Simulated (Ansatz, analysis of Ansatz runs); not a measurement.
# Y2S2O (P2_1/c), nudged elastic band: V_S hop (3.4 Å) (q = +1), part 2 of 5

How high is the barrier when S changes place in Y2S2O (P2_1/c)? The case: V_S hop (3.4 Å), charge +1, in a cell of 40 host atoms with 1 S taken out.

Ansatz 0.2.0; plane-wave PAW DFT, LDA; nudged elastic band between two relaxed defect structures at fixed charge in a uniform background.

So far: The starting structure; Relaxation of the start point, charge +1.

## Step 2: Relaxation of the start point, charge +1 (continued)

Level of this step: plane-wave PAW DFT, LDA; relaxation of all atoms of a defect supercell at fixed charge in a uniform background (Ansatz).

Relaxation path:

```csv
step,energy less that of the first step (eV),largest force component (eV/Å)
1,0.0000,0.9305
2,-0.3251,0.8654
3,-0.6238,0.1089
4,-0.6315,0.0737
5,-0.6354,0.0104
```

The atoms that moved most (Å, from the sites as typed, ahead of the random displacement, the mean shift of all atoms taken out):

```csv
atom,dx,dy,dz,length
S27,-0.119,0.033,-0.041,0.130
Y1,0.077,0.026,-0.094,0.125
Y7,0.052,-0.079,0.050,0.106
S21,0.023,0.009,0.093,0.096
Y16,-0.048,-0.056,0.055,0.092
Y14,-0.040,0.061,0.048,0.087
S24,0.073,-0.029,0.025,0.082
S18,-0.059,-0.050,0.001,0.078
```

Final coordinates:

```xyz
39
Lattice="-1.1302 6.7797 6.6422 6.9691 0.0000 6.6185 8.0992 6.7797 -0.0236" Properties=species:S:1:pos:R:3 pbc="T T T"
Y     6.2203    6.4372    4.8682
Y     5.0145    6.4157   11.5840
Y     8.3513    3.0152    4.9532
Y     8.3501    9.8180    4.9991
Y     8.9469    7.1324    1.6160
Y     7.7638    7.1271    8.2652
Y     5.6293    3.6795    8.3335
Y     5.5947   10.5292    8.2681
Y    10.7769    5.8279    4.4825
Y     2.6528    5.8017    4.4483
Y     3.7343    2.4434    5.4579
Y     3.7352    9.2047    5.4355
Y    11.2625    7.7445    8.7379
Y     3.1336    7.8155    8.8019
Y    10.2059    4.3611    7.7742
Y    10.1552   11.0888    7.8564
S     6.3982    1.8575    6.4300
S     6.3214    8.6165    6.4205
S     2.0998    2.5097    2.8118
S     9.0502    9.2302    9.4269
S     4.8957    4.3015    3.8807
S    11.8238   11.0792   10.3798
S     9.6227    7.7078    6.1066
S     1.6080    7.6533    6.1745
S     8.1731    5.2490    3.4539
S     6.9960    5.2645   10.1251
S     7.4421    4.9267    6.7742
S     7.5568   11.6732    6.8032
S     6.9867    8.2834    3.1010
S     5.7922    8.2718    9.7246
S    12.4013    5.8782    7.1130
O     9.6792    6.1925    8.9104
O     9.7337   12.9720    8.9167
O    10.2222    3.9855    5.6112
O     2.1741    4.0337    5.6782
O     4.2494    0.6070    4.3128
O     4.2683    7.3372    4.3138
O    11.8162    9.6362    7.6106
O     3.6918    9.6046    7.6202
```

Neighbours of S27 at the end:

```csv
atom,distance (Å)
Y6,2.677
Y7,2.697
Y1,2.722
Y3,2.792
Y15,2.993
O34,3.157
S17,3.260
O32,3.342
S26,3.397
```

Numbers from this step:

- free energy: -77510.5660 eV
- total moment: 1 μB
- integral of the absolute spin density: 1.044 μB
- spin contamination: 0.001289
- largest move from the ideal geometry of this structure, a common shift of the far atoms taken out: 0.1296 Å

The relaxation gained 0.635 eV and ended with a largest force component of 0.010 eV/Å.

## Step 3: Relaxation of the end point, charge +1

The end point is relaxed in the same cell and settings, so that the two energies compare.

Input file qp1_M1.end/input.yaml:

```yaml
crystal:
  lattice:
    - [-1.13015356, 6.77967323, 6.6421666]
    - [6.96905613, 0.0, 6.61852732]
    - [8.0992097, 6.77967323, -0.02363928]
  atoms:
    - { symbol: "Y", position: [0.41656442, 0.33381268, 0.52911365] }
    - { symbol: "Y", position: [0.91656442, 0.83381268, 0.02911365] }
    - { symbol: "Y", position: [0.02911365, 0.72050926, 0.41656442] }
    - { symbol: "Y", position: [0.52911365, 0.22050926, 0.91656442] }
    - { symbol: "Y", position: [0.08343558, 0.16618732, 0.97088635] }
    - { symbol: "Y", position: [0.58343558, 0.66618732, 0.47088635] }
    - { symbol: "Y", position: [0.47088635, 0.77949074, 0.08343558] }
    - { symbol: "Y", position: [0.97088635, 0.27949074, 0.58343558] }
    - { symbol: "Y", position: [0.05592476, 0.62391369, 0.80025064] }
    - { symbol: "Y", position: [0.55592476, 0.12391369, 0.30025064] }
    - { symbol: "Y", position: [0.30025064, 0.51991091, 0.05592476] }
    - { symbol: "Y", position: [0.80025064, 0.01991091, 0.55592476] }
    - { symbol: "Y", position: [0.44407524, 0.87608631, 0.69974936] }
    - { symbol: "Y", position: [0.94407524, 0.37608631, 0.19974936] }
    - { symbol: "Y", position: [0.19974936, 0.98008909, 0.44407524] }
    - { symbol: "Y", position: [0.69974936, 0.48008909, 0.94407524] }
    - { symbol: S, position: [0.16263204, 0.8073203, 0.11562368] }
    - { symbol: S, position: [0.66263204, 0.3073203, 0.61562368] }
    - { symbol: S, position: [0.23768224, 0.18941516, 0.12924741] }
    - { symbol: S, position: [0.73768224, 0.68941516, 0.62924741] }
    - { symbol: S, position: [0.26231776, 0.31058484, 0.37075259] }
    - { symbol: S, position: [0.76231776, 0.81058484, 0.87075259] }
    - { symbol: S, position: [0.37075259, 0.5563448, 0.76231776] }
    - { symbol: S, position: [0.87075259, 0.0563448, 0.26231776] }
    - { symbol: S, position: [0.11562368, 0.41442398, 0.66263204] }
    - { symbol: S, position: [0.61562368, 0.91442398, 0.16263204] }
    - { symbol: S, position: [0.630952, 0.445065, 0.235612] }
    - { symbol: S, position: [0.83736796, 0.1926797, 0.88437632] }
    - { symbol: S, position: [0.38437632, 0.08557602, 0.83736796] }
    - { symbol: S, position: [0.88437632, 0.58557602, 0.33736796] }
    - { symbol: S, position: [0.12924741, 0.9436552, 0.73768224] }
    - { symbol: O, position: [0.43980694, 0.91052819, 0.4728954] }
    - { symbol: O, position: [0.93980694, 0.41052819, 0.9728954] }
    - { symbol: O, position: [0.0271046, 0.82323053, 0.56019306] }
    - { symbol: O, position: [0.5271046, 0.32323053, 0.06019306] }
    - { symbol: O, position: [0.06019306, 0.58947181, 0.0271046] }
    - { symbol: O, position: [0.56019306, 0.08947181, 0.5271046] }
    - { symbol: O, position: [0.4728954, 0.67676947, 0.93980694] }
    - { symbol: O, position: [0.9728954, 0.17676947, 0.43980694] }
total_charge: 1
basis:
  ecutwfc: 420
  xc_grid: 2
hamiltonian:
  xc: lda
kpoints:
  mp_grid: { grid: [1, 1, 1] }
magnetization:
  spin_polarized: true
  initial_magnetization: 1
  spin_locking: { lock_magnetization: hard }
scf:
  occupations: { method: fixed }
  max_iter: 60
output:
  forces: true
relax:
  f_tol: 0.02
  max_steps: 70
  random_displacement: { amplitude: 0.03, seed: 4923 }
```

Launch:

```bash
> ansatz run input.yaml --threads 4 --pin off --max-ram 7536MiB --backend cpu --events-out ev --progress --plain --runs-dir out
```

Numbers of over 12 decimals in the logs are rounded to 6 here.

Log:

```text
[...]
Crystal: 39 atoms, lattice volume = 729.080 Å³
Basis set: ecut = 420 eV, 14223 PW (Γ), exchange–correlation on 128×144×144 points (8 copies of the dense FFT grid, shifted against one another)
Bands: 196, of which v1, the nominal top of the filled ones, is band 157 counted from 1 (156 counted from 0)
Symmetry: 1 space group operations
k-points: 1
[...]
Starting moments: Σ|m| = 1 μB on 39 of 39 sites
[...]
SCF iter   1: F=—  HF=-77515.582263 eV  |F-HF|=—  |Δ(HF+E_count)|=         —  Δρ=2.43e-2 (↑2.43e-2 ↓2.42e-2)  dr2=2.43e1  dr2_m=3.51e-2  M=1.000 μB ∫|m|=1.022 μB  β_m=0.30  ethr=3.10e-3  ⟨swp⟩=5.0  Hψ=1048  notcnv=0  defer=72
[...]
- { symbol: S, position: [0.234987, 0.186152, 0.132627] }
    - { symbol: S, position: [0.737063, 0.682285, 0.631005] }
    - { symbol: S, position: [0.264766, 0.309856, 0.371220] }
    - { symbol: S, position: [0.764910, 0.813997, 0.866982] }
    - { symbol: S, position: [0.371271, 0.552109, 0.758513] }
    - { symbol: S, position: [0.865181, 0.060529, 0.262207] }
[...]
- { symbol: S, position: [0.837969, 0.189957, 0.889070] }
    - { symbol: S, position: [0.385802, 0.083412, 0.837140] }
    - { symbol: S, position: [0.885876, 0.585657, 0.335353] }
    - { symbol: S, position: [0.129447, 0.948570, 0.738742] }
    - { symbol: O, position: [0.438386, 0.905001, 0.472625] }
    - { symbol: O, position: [0.941304, 0.412609, 0.971356] }
    - { symbol: O, position: [0.035656, 0.826386, 0.551449] }
    - { symbol: O, position: [0.526909, 0.322380, 0.061086] }
    - { symbol: O, position: [0.061092, 0.591033, 0.025216] }
    - { symbol: O, position: [0.560288, 0.084705, 0.528208] }
    - { symbol: O, position: [0.473568, 0.674569, 0.939217] }
    - { symbol: O, position: [0.969405, 0.181288, 0.441151] }
[key lines of the parts left out:]
SCF converged after 5 iterations
Magnetization: 1.0000 μB (157.0000 up, 156.0000 down)
Free energy (F): -77510.358108 eV
Fermi energy:    10.395440 (↑ 10.395440, ↓ 8.821140) eV
```

Elapsed: 29 s, on 4 threads of Arm Neoverse V1, shared host; peak memory 1 GiB.

The steps of the relaxation:

```csv
step,energy less that of the first step (eV),largest force component (eV/Å)
1,0.0000,0.8826
2,-0.2348,0.8374
3,-0.5368,0.0934
4,-0.5456,0.0328
5,-0.5460,0.0289
6,-0.5464,0.0037
```

The atoms that moved most (Å, from the sites as typed, ahead of the random displacement, the mean shift of all atoms taken out):

```csv
atom,dx,dy,dz,length
S27,0.126,0.004,0.011,0.127
Y15,0.102,-0.032,0.066,0.126
S26,-0.008,-0.033,-0.095,0.101
O34,-0.060,-0.001,0.079,0.100
S17,0.032,0.092,-0.007,0.098
S25,-0.007,-0.023,0.088,0.092
Y3,0.046,-0.070,-0.026,0.088
S23,-0.063,-0.022,-0.023,0.071
```

Neighbours of S27 at the end:

```csv
atom,distance (Å)
Y7,2.688
Y14,2.764
Y16,2.836
Y1,2.837
O38,3.206
Y10,3.208
O37,3.245
O35,3.325
```

Read from the output:

| Quantity | Value |
| --- | --- |
| free energy | -77510.3581 eV |
| total moment | 1 μB |
| integral of the absolute spin density | 1.045 μB |
| spin contamination | 0.001406 |
| largest move from the ideal geometry of this structure, a common shift of the far atoms taken out | 0.1258 Å |

The relaxation gained 0.546 eV and ended with a largest force component of 0.0037 eV/Å. The end lies 0.208 eV above the start.

(Part 2 of 5 ends here.)

[Logs are printed without paths, hosts, clocks, repeated set-up lines and the standing remarks that a program may print on its own settings, such as how far it seeks lower states.]

[Hosts, paths, dates, database ids (printed as entryN), source tags and the programs' standing remarks are cut or masked in the printed files.]
